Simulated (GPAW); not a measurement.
# linear Rh chain, spacing 3.025 A: a ladder in the plane-wave cutoff

Aim: see how far moments and order energies of linear Rh chain, spacing 3.025 A move with the plane-wave cutoff, and what each rung costs.

Program: GPAW 26.7.0. Level of theory: LDA; plane waves with GPAW's PAW setups, scalar-relativistic. Results are calculated unless marked as measured.

## 1. Starting point

The cell holds 1 atom: 1 Rh. Cell: a = 12.000 Å, b = 12.000 Å, c = 3.025 Å, α = 90.0°, β = 90.0°, γ = 90.0°. model lattice. Vacuum lies along a and b. The structure's axis is c.

## 2. Rung 1 (250 eV), start ferro +

The ladder starts at a low cutoff and climbs, to see from where on the results stand still.

Input file order1.py:

```python
import json
import numpy as np
from ase import Atoms
from ase.parallel import paropen, parprint
from gpaw import GPAW

atoms = Atoms(['Rh'],
    cell=[[12.0, 0.0, 0.0],
         [0.0, 12.0, 0.0],
         [0.0, 0.0, 3.025]],
    scaled_positions=[[0.5, 0.5, 0.0]],
    pbc=True,
    magmoms=[1.0])
atoms.calc = GPAW(mode={'name': 'pw', 'ecut': 250},
    xc='LDA',
    kpts={'size': (1, 1, 10), 'gamma': True},
    occupations={'name': 'fermi-dirac', 'width': 0.05},
    convergence={'density': 1e-05, 'energy': 1e-05},
    maxiter=200,
    symmetry={'tolerance': 1e-4},
    txt='order1.txt')
e = atoms.get_potential_energy(force_consistent=True)
res = {'free_energy': e, 'energy_sigma0': atoms.get_potential_energy(), 'fermi_energy': atoms.calc.get_fermi_level()}
res['moments'] = atoms.get_magnetic_moments().tolist()
res['total'] = atoms.get_magnetic_moment()
parprint('site moments (muB):', np.round(res['moments'], 3))
parprint(f"total moment: {res['total']:.3f} muB")
parprint(f'free energy: {e:.6f} eV')
atoms.calc.write('order1.gpw')
with paropen('results.json', 'w') as f:
    json.dump(res, f)
```

Started as:

```bash
$ OMP_NUM_THREADS=1 python3 order1.py > order1.log
```

The program printed:

```text
site moments (muB): [1.59]
total moment: 2.000 muB
free energy: -2.589730 eV

--- order1.txt ---
Input parameters:
  mode=PW(ecut=250),
  convergence={'density': 1e-05, 'energy': 1e-05},
  kpts=MonkhorstPack(size=(1, 1, 10), gamma=True),
  maxiter=200,
  occupations=Occupations(name='fermi-dirac', width=0.05),
  symmetry=Symmetry(tolerance=0.0001),
  xc=XC(name='LDA')

Diagonalizing LCAO Hamiltonian
Converting LCAO to pw mode
        .----------------------------.
       /|                            |
      / |                            |
     /  |                            |
    /   .----------------------------.
   /   /                            /
  /   /                            /
 *   /                            /
 |  /              Rh            /
 | /                            /
 |/                            /
 *----------------------------*

Atoms  # Å, Bohr magnetons
|   | symbol |        x |        y |        z |    initial magnetic moments |
|---|--------|----------|----------|----------|-----------------------------|
| 0 |     Rh | 6.000000 | 6.000000 | 0.000000 | ( 0.0000,  0.0000,  1.0000) |

Unit cell  # Å
| periodic |         x |         y |        z |   lengths |    angles |
|----------|-----------|-----------|----------|-----------|-----------|
|      yes | 12.000000 |  0.000000 | 0.000000 | 12.000000 | 90.000000 |
|      yes |  0.000000 | 12.000000 | 0.000000 | 12.000000 | 90.000000 |
|      yes |  0.000000 |  0.000000 | 3.025000 |  3.025000 | 90.000000 |

Number of symmetries: 16

BZ-sampling:
  Number of BZ points: 10
  Number of IBZ points: 6

  Monkhorst-Pack size: [1, 1, 10]
  Monkhorst-Pack shift: [0.0, 0.0, 0.05]

Plane wave coefficients: 3956
Cutoff: 250.0 eV

Spin-components: 2 (collinear spins)
Bands:           12
Projectors:      6
Spin-degeneracy: 1
Datatype:        complex128

Parallelization:
  kpt:    1
  domain: 1
  band:   1

Density:
  Valence electrons: 15.0
  Components: 2
  Grid points: [45 45 12]
  Charge: 0.0  # |e|

Potential:
  Grid points: [45 45 12]

[... setups left out ...]
Reference energy: -130009.130234  # eV

eigensolver:
  PPCG
  Converge bands: occupied
  niter=2

density mixing:
  MSR1-Mixer
  Pratt-step length: 0.05
  Maximum mixing coefficient: 0.75
  Old densities: 10
  SVD Regularization: 0.005
  Good broyden scale: 1.0
  Trust region scale: 1.0
  Backstep threshold: 4.0
  History deletion threshold: 6.0
  Fourier metric: weight=20.0, sigma=0.015

occupation numbers:
  Fermi-Dirac:
    width: 0.0500  # eV

poisson solver:
  ecut: 2000.0  # eV

xc functional:
  name: None

convergence criteria:
- Maximum integral of absolute [dens]ity change: 1e-05 electrons / valence electron
- Maximum [total energy] change in last 3 cyles: 1e-05 eV / valence electron
- Maximum integral of absolute [eigenst]ate change: 4e-08 eV^2 / valence electron
maximum number of iterations: 200

SCF iterations
|iter     |      energy | eigst |  dens |  magmom |
|---------|-------------|-------|-------|---------|
|iter:   1|       0s |   -4.813204 | -0.31 |       |  +0.9952|
|iter:   2|       1s |   -4.108600 | -1.83 | -0.71 |  +0.9884|
|iter:   3|       1s |   -3.261398 | +0.00 | -0.75 |  +0.9705|
|iter:   4|       2s |   -2.474377 | -0.49 | -0.72 |  +1.2179|
|iter:   5|       2s |   -2.655113 | -1.54 | -1.25 |  +1.9241|
|iter:   6|       3s |   -2.557540 | -1.60 | -1.27 |  +1.9949|
|iter:   7|       3s |   -2.559915 | -2.84 | -2.05 |  +1.9469|
|iter:   8|       4s |   -2.560926 | -3.67 | -2.21 |  +1.9764|
|iter:   9|       4s |   -2.561211 | -3.68 | -2.38 |  +2.0054|
|iter:  10|       5s |   -2.561182 | -4.53 | -2.97 |  +1.9965|
|iter:  11|       6s |   -2.561172c| -5.01 | -3.26 |  +2.0013|
|iter:  12|       6s |   -2.561165c| -5.56 | -3.96 |  +2.0003|
|iter:  13|       7s |   -2.561162c| -5.98 | -4.48 |  +2.0001|
|iter:  14|       7s |   -2.561163c| -6.44 | -5.03c|  +2.0000|
|iter:  15|       8s |   -2.561163c| -6.85 | -5.57c|  +2.0000|
|iter:  16|       8s |   -2.561163c| -7.28 | -5.75c|  +2.0000|
|iter:  17|       8s |   -2.561163c| -7.62c| -6.06c|  +2.0000|

Converged in 17 steps
Energy contributions relative to reference atoms: (reference = -130009.130234)

Energy contributions:
  Kinetic:          -0.103721
  Coulomb:          -0.847547
  Zero:              0.264479
  External:          0.000000
  Xc:               -1.845807
  Entropy:          -0.057134
  Spinorbit:         0.000000
  ----------------------------
  Free energy:      -2.589730
  Extrapolated:     -2.561163

dipole moment: (0.000001, 0.000001, -8.876350)  # |e|*Ang

Total magnetic moment: (0.000000, 0.000000, 1.999993)

Local magnetic moments
|        x |        y |        z |
|----------|----------|----------|
| 0.000000 | 0.000000 | 1.589634 |  # Rh   0

Fermi level: -4.507
Eigenvalues  # (at kpt = [0.000, 0.000, 0.000])
| band index |      eig [eV] | occ [0-1] |      eig [eV] | occ [0-1] |
|------------|---------------|-----------|---------------|-----------|
|          0 |       -50.196 |     1.000 |       -49.009 |     1.000 |
|          1 |       -50.026 |     1.000 |       -48.955 |     1.000 |
|          2 |       -50.026 |     1.000 |       -48.955 |     1.000 |
|          3 |        -7.190 |     1.000 |        -6.495 |     1.000 |
|          4 |        -5.790 |     1.000 |        -4.723 |     0.987 |
|          5 |        -5.788 |     1.000 |        -4.722 |     0.986 |
|          6 |        -5.314 |     1.000 |        -4.501 |     0.467 |
|          7 |        -5.062 |     1.000 |        -4.000 |     0.000 |
|          8 |        -5.062 |     1.000 |        -4.000 |     0.000 |
|          9 |        -1.567 |     0.000 |        -1.193 |     0.000 |
|         10 |        -1.567 |     0.000 |        -1.193 |     0.000 |
|         11 |         0.267 |     0.000 |         0.317 |     0.000 |

No gap
No difference between direct/indirect transitions
```

The job ended after 11 s (1 MPI rank of INTEL XEON PLATINUM 8581C at 2.10GHz (Emerald Rapids), shared host; peak memory 0.19 GiB).

Read from the output:

- magnetization: 2.000 μB
- final state: ferromagnetic
- largest moment: 1.590 μB

After 17 cycles the largest moment stands at 1.59 μB.

## 3. Rung 1 (250 eV), start antiferro q=(0,0,1/2) +-

The second start gives the energy difference between the two end states, the quantity that is followed up the ladder. Its q is in fractions of the reciprocal vectors of the first run's cell.

order2.py is the script of step 2 with these lines changed:

```diff
@@ -6,12 +6,13 @@
 
-atoms = Atoms(['Rh'],
+atoms = Atoms(['Rh', 'Rh'],
     cell=[[12.0, 0.0, 0.0],
          [0.0, 12.0, 0.0],
-         [0.0, 0.0, 3.025]],
-    scaled_positions=[[0.5, 0.5, 0.0]],
+         [0.0, 0.0, 6.05]],
+    scaled_positions=[[0.5, 0.5, 0.0],
+         [0.5, 0.5, 0.5]],
     pbc=True,
-    magmoms=[1.0])
+    magmoms=[1.0, -1.0])
 atoms.calc = GPAW(mode={'name': 'pw', 'ecut': 250},
     xc='LDA',
-    kpts={'size': (1, 1, 10), 'gamma': True},
+    kpts={'size': (1, 1, 5), 'gamma': True},
     occupations={'name': 'fermi-dirac', 'width': 0.05},
@@ -20,3 +21,3 @@
     symmetry={'tolerance': 1e-4},
-    txt='order1.txt')
+    txt='order2.txt')
 e = atoms.get_potential_energy(force_consistent=True)
@@ -28,3 +29,3 @@
 parprint(f'free energy: {e:.6f} eV')
-atoms.calc.write('order1.gpw')
+atoms.calc.write('order2.gpw')
 with paropen('results.json', 'w') as f:
```

Started as:

```bash
$ OMP_NUM_THREADS=1 python3 order2.py > order2.log
```

The program printed:

```text
site moments (muB): [ 1.151 -1.151]
total moment: -0.000 muB
free energy: -4.808247 eV

--- order2.txt ---
Input parameters:
  mode=PW(ecut=250),
  convergence={'density': 1e-05, 'energy': 1e-05},
  kpts=MonkhorstPack(size=(1, 1, 5), gamma=True),
  maxiter=200,
  occupations=Occupations(name='fermi-dirac', width=0.05),
  symmetry=Symmetry(tolerance=0.0001),
  xc=XC(name='LDA')

Diagonalizing LCAO Hamiltonian
Converting LCAO to pw mode
        .----------------------------.
       /|                            |
      / |                            |
     /  |                            |
    /   |                            |
   /    |                            |
  /     |                            |
 *      .----------Rh----------------.
 |     /                            /
 |    /                            /
 |   /                            /
 |  /              Rh            /
 | /                            /
 |/                            /
 *----------------------------*

Atoms  # Å, Bohr magnetons
|   | symbol |        x |        y |        z |    initial magnetic moments |
|---|--------|----------|----------|----------|-----------------------------|
| 0 |     Rh | 6.000000 | 6.000000 | 0.000000 | ( 0.0000,  0.0000,  1.0000) |
| 1 |     Rh | 6.000000 | 6.000000 | 3.025000 | ( 0.0000,  0.0000, -1.0000) |

Number of symmetries: 16

BZ-sampling:
  Number of BZ points: 5
  Number of IBZ points: 3

  Monkhorst-Pack size: [1, 1, 5]
  Monkhorst-Pack shift: [0, 0, 0]

Plane wave coefficients: 7827
Cutoff: 250.0 eV

Spin-components: 2 (collinear spins)
Bands:           22
Projectors:      12
[...]
|iter:  19|      20s |   -4.703516c| -7.90c| -4.63 |  -0.0000|
|iter:  20|      21s |   -4.703518c| -8.07c| -4.86 |  -0.0000|
|iter:  21|      21s |   -4.703519c| -8.28c| -4.92 |  -0.0000|
|iter:  22|      22s |   -4.703519c| -8.39c| -5.73c|  -0.0000|

Converged in 22 steps
Energy contributions relative to reference atoms: (reference = -260018.260467)

Energy contributions:
  Kinetic:           0.017921
  Coulomb:          -1.609468
  Zero:              0.521043
  External:          0.000000
  Xc:               -3.528287
  Entropy:          -0.209457
  Spinorbit:         0.000000
  ----------------------------
  Free energy:      -4.808247
  Extrapolated:     -4.703519

dipole moment: (0.000003, 0.000003, -17.738703)  # |e|*Ang

Total magnetic moment: (0.000000, 0.000000, -0.000044)

Local magnetic moments
|        x |        y |         z |
|----------|----------|-----------|
| 0.000000 | 0.000000 |  1.150636 |  # Rh   0
| 0.000000 | 0.000000 | -1.150676 |  # Rh   1

Fermi level: -4.541
Eigenvalues  # (at kpt = [0.000, 0.000, 0.000])
| band index |      eig [eV] | occ [0-1] |      eig [eV] | occ [0-1] |
|------------|---------------|-----------|---------------|-----------|
|          0 |       -50.113 |     1.000 |       -50.113 |     1.000 |
|        ... |               |           |               |           |
|          6 |        -6.897 |     1.000 |        -6.897 |     1.000 |
|          7 |        -5.901 |     1.000 |        -5.901 |     1.000 |
|          8 |        -5.901 |     1.000 |        -5.901 |     1.000 |
|          9 |        -5.462 |     1.000 |        -5.462 |     1.000 |
[...]
|         18 |        -1.369 |     0.000 |        -1.369 |     0.000 |
|         19 |        -1.105 |     0.000 |        -1.105 |     0.000 |
|         20 |         0.129 |     0.000 |         0.129 |     0.000 |
|         21 |         0.296 |     0.000 |         0.296 |     0.000 |

No gap
No difference between direct/indirect transitions
```

Elapsed: 26 s, on 1 MPI rank; peak memory 0.26 GiB.

This step gave:

| Quantity | Value |
| --- | --- |
| magnetization | 0 μB |
| final state | antiferromagnetic |
| largest moment | 1.151 μB |

This start lies +185.6 meV a seeded atom from the first; its largest moment is 1.15 μB.

## 4. Rung 2 (325 eV), start ferro +

order1.py is the script of step 2 with these lines changed:

```diff
@@ -13,3 +13,3 @@
     magmoms=[1.0])
-atoms.calc = GPAW(mode={'name': 'pw', 'ecut': 250},
+atoms.calc = GPAW(mode={'name': 'pw', 'ecut': 325},
     xc='LDA',
```

Started as:

```bash
$ OMP_NUM_THREADS=1 python3 order1.py > order1.log
```

The program printed:

```text
site moments (muB): [1.596]
total moment: 2.000 muB
free energy: -2.933848 eV

--- order1.txt ---
Input parameters:
  mode=PW(ecut=325),
  convergence={'density': 1e-05, 'energy': 1e-05},
  kpts=MonkhorstPack(size=(1, 1, 10), gamma=True),
  maxiter=200,
  occupations=Occupations(name='fermi-dirac', width=0.05),
  symmetry=Symmetry(tolerance=0.0001),
  xc=XC(name='LDA')

Diagonalizing LCAO Hamiltonian
[...]
|          3 |        -7.164 |     1.000 |        -6.462 |     1.000 |
|          4 |        -5.770 |     1.000 |        -4.704 |     0.987 |
[...]
|          8 |        -5.048 |     1.000 |        -3.987 |     0.000 |
|          9 |        -1.552 |     0.000 |        -1.176 |     0.000 |
|         10 |        -1.552 |     0.000 |        -1.176 |     0.000 |
|         11 |         0.263 |     0.000 |         0.314 |     0.000 |

No gap
No difference between direct/indirect transitions


[key lines of the parts left out:]
Free energy:      -2.933848
Converged in 17 steps
dipole moment: (0.000001, 0.000001, -8.875924)  # |e|*Ang
Fermi level: -4.488
```

The job ended after 14 s (1 MPI rank; peak memory 0.23 GiB).

This step gave:

| Property | Result |
| --- | --- |
| magnetization | 2.000 μB |
| final state | ferromagnetic |
| largest moment | 1.596 μB |

The largest moment moves by +0.01 μB from rung 1, at 1.3 times its CPU time.

## 5. Rung 2 (325 eV), start antiferro q=(0,0,1/2) +-

order2.py is the script of step 3 with these lines changed:

```diff
@@ -14,3 +14,3 @@
     magmoms=[1.0, -1.0])
-atoms.calc = GPAW(mode={'name': 'pw', 'ecut': 250},
+atoms.calc = GPAW(mode={'name': 'pw', 'ecut': 325},
     xc='LDA',
```

Started as:

```bash
$ OMP_NUM_THREADS=1 python3 order2.py > order2.log
```

The program printed:

```text
site moments (muB): [ 1.145 -1.146]
total moment: -0.000 muB
free energy: -5.498405 eV

--- order2.txt ---
Input parameters:
  mode=PW(ecut=325),
  convergence={'density': 1e-05, 'energy': 1e-05},
  kpts=MonkhorstPack(size=(1, 1, 5), gamma=True),
  maxiter=200,
  occupations=Occupations(name='fermi-dirac', width=0.05),
  symmetry=Symmetry(tolerance=0.0001),
  xc=XC(name='LDA')

Diagonalizing LCAO Hamiltonian
[...]
|          8 |        -5.866 |     1.000 |        -5.866 |     1.000 |
|          9 |        -5.426 |     1.000 |        -5.427 |     1.000 |
[...]
|         18 |        -1.350 |     0.000 |        -1.350 |     0.000 |
|         19 |        -1.067 |     0.000 |        -1.067 |     0.000 |
|         20 |         0.169 |     0.000 |         0.169 |     0.000 |
|         21 |         0.292 |     0.000 |         0.292 |     0.000 |

No gap
No difference between direct/indirect transitions


[key lines of the parts left out:]
Free energy:      -5.498405
Converged in 164 steps
dipole moment: (0.000003, 0.000003, -17.734738)  # |e|*Ang
Fermi level: -4.513
```

It took 3.6 min on 1 MPI rank; peak memory 0.34 GiB.

Read from the output:

| Property | Result |
| --- | --- |
| magnetization | 0 μB |
| final state | antiferromagnetic |
| largest moment | 1.146 μB |

This start lies +184.6 meV a seeded atom from the first, a change of -1.0 meV since rung 1; its largest moment is 1.15 μB.

## 6. Rung 3 (400 eV), start ferro +

order1.py is the script of step 4 with these lines changed:

```diff
@@ -13,3 +13,3 @@
     magmoms=[1.0])
-atoms.calc = GPAW(mode={'name': 'pw', 'ecut': 325},
+atoms.calc = GPAW(mode={'name': 'pw', 'ecut': 400},
     xc='LDA',
```

Started as:

```bash
$ OMP_NUM_THREADS=1 python3 order1.py > order1.log
```

The program printed:

```text
site moments (muB): [1.598]
total moment: 2.000 muB
free energy: -3.109765 eV

--- order1.txt ---
Input parameters:
  mode=PW(ecut=400),
  convergence={'density': 1e-05, 'energy': 1e-05},
  kpts=MonkhorstPack(size=(1, 1, 10), gamma=True),
  maxiter=200,
  occupations=Occupations(name='fermi-dirac', width=0.05),
  symmetry=Symmetry(tolerance=0.0001),
  xc=XC(name='LDA')

Diagonalizing LCAO Hamiltonian
[...]
|          3 |        -7.149 |     1.000 |        -6.445 |     1.000 |
|          4 |        -5.760 |     1.000 |        -4.694 |     0.987 |
[...]
|          8 |        -5.043 |     1.000 |        -3.981 |     0.000 |
|          9 |        -1.546 |     0.000 |        -1.169 |     0.000 |
|         10 |        -1.546 |     0.000 |        -1.169 |     0.000 |
|         11 |         0.267 |     0.000 |         0.319 |     0.000 |

No gap
No difference between direct/indirect transitions


[key lines of the parts left out:]
Free energy:      -3.109765
Converged in 17 steps
dipole moment: (0.000001, 0.000001, -8.874116)  # |e|*Ang
Fermi level: -4.479
```

Run time: 21 s. Hardware: 1 MPI rank; peak memory 0.26 GiB.

Numbers from this step:

* magnetization: 2.000 μB
* final state: ferromagnetic
* largest moment: 1.598 μB

The largest moment is that of rung 2, at 1.5 times its CPU time.

## 7. Rung 3 (400 eV), start antiferro q=(0,0,1/2) +-

order2.py is the script of step 5 with these lines changed:

```diff
@@ -14,3 +14,3 @@
     magmoms=[1.0, -1.0])
-atoms.calc = GPAW(mode={'name': 'pw', 'ecut': 325},
+atoms.calc = GPAW(mode={'name': 'pw', 'ecut': 400},
     xc='LDA',
```

Started as:

```bash
$ OMP_NUM_THREADS=1 python3 order2.py > order2.log
```

The program printed:

```text
site moments (muB): [ 1.147 -1.147]
total moment: 0.000 muB
free energy: -5.849976 eV

--- order2.txt ---
Input parameters:
  mode=PW(ecut=400),
  convergence={'density': 1e-05, 'energy': 1e-05},
  kpts=MonkhorstPack(size=(1, 1, 5), gamma=True),
  maxiter=200,
  occupations=Occupations(name='fermi-dirac', width=0.05),
  symmetry=Symmetry(tolerance=0.0001),
  xc=XC(name='LDA')

Diagonalizing LCAO Hamiltonian
[...]
|          8 |        -5.850 |     1.000 |        -5.850 |     1.000 |
|          9 |        -5.411 |     1.000 |        -5.411 |     1.000 |
[...]
|         18 |        -1.343 |     0.000 |        -1.343 |     0.000 |
|         19 |        -1.051 |     0.000 |        -1.051 |     0.000 |
|         20 |         0.183 |     0.000 |         0.183 |     0.000 |
|         21 |         0.296 |     0.000 |         0.296 |     0.000 |

No gap
No difference between direct/indirect transitions


[key lines of the parts left out:]
Free energy:      -5.849976
Converged in 20 steps
dipole moment: (0.000003, 0.000003, -17.730050)  # |e|*Ang
Fermi level: -4.500
```

It took 42 s on 1 MPI rank; peak memory 0.38 GiB.

Read from the output:

```yaml
magnetization: 0 μB
final_state: antiferromagnetic
largest_moment: 1.147 μB
```

This start lies +184.8 meV a seeded atom from the first, a change of +0.1 meV since rung 2; its largest moment is 1.15 μB.

## 8. Rung 4 (500 eV), start ferro +

order1.py is the script of step 6 with these lines changed:

```diff
@@ -13,3 +13,3 @@
     magmoms=[1.0])
-atoms.calc = GPAW(mode={'name': 'pw', 'ecut': 400},
+atoms.calc = GPAW(mode={'name': 'pw', 'ecut': 500},
     xc='LDA',
```

Started as:

```bash
$ OMP_NUM_THREADS=1 python3 order1.py > order1.log
```

The program printed:

```text
site moments (muB): [1.599]
total moment: 2.000 muB
free energy: -3.150181 eV

--- order1.txt ---
Input parameters:
  mode=PW(ecut=500),
  convergence={'density': 1e-05, 'energy': 1e-05},
  kpts=MonkhorstPack(size=(1, 1, 10), gamma=True),
  maxiter=200,
  occupations=Occupations(name='fermi-dirac', width=0.05),
  symmetry=Symmetry(tolerance=0.0001),
  xc=XC(name='LDA')

Diagonalizing LCAO Hamiltonian
[...]
|          3 |        -7.148 |     1.000 |        -6.443 |     1.000 |
|          4 |        -5.759 |     1.000 |        -4.693 |     0.987 |
[...]
|          8 |        -5.043 |     1.000 |        -3.980 |     0.000 |
|          9 |        -1.545 |     0.000 |        -1.168 |     0.000 |
|         10 |        -1.545 |     0.000 |        -1.168 |     0.000 |
|         11 |         0.268 |     0.000 |         0.320 |     0.000 |

No gap
No difference between direct/indirect transitions


[key lines of the parts left out:]
Free energy:      -3.150181
Converged in 17 steps
dipole moment: (0.000001, 0.000001, -8.873519)  # |e|*Ang
Fermi level: -4.478
```

Run time: 27 s. Hardware: 1 MPI rank; peak memory 0.32 GiB.

This step gave:

| Property | Result |
| --- | --- |
| magnetization | 2.000 μB |
| final state | ferromagnetic |
| largest moment | 1.599 μB |

The largest moment is that of rung 3, at 1.3 times its CPU time.

(Continued in part 2 of 2.)

[Logs and program files are shortened in this print: banners, set-up blocks, solver, clock and traceback lines can be left out without a mark of their own.]

[Logs are printed without paths, hosts, clocks, repeated set-up lines and the standing remarks that a program may print on its own settings, such as how far it seeks lower states.]

[Hosts, paths, dates, database ids (printed as entryN), source tags and the programs' standing remarks are cut or masked in the printed files.]

[Where a cell is said to come from a database of computed structures, the database is the Materials Project.]
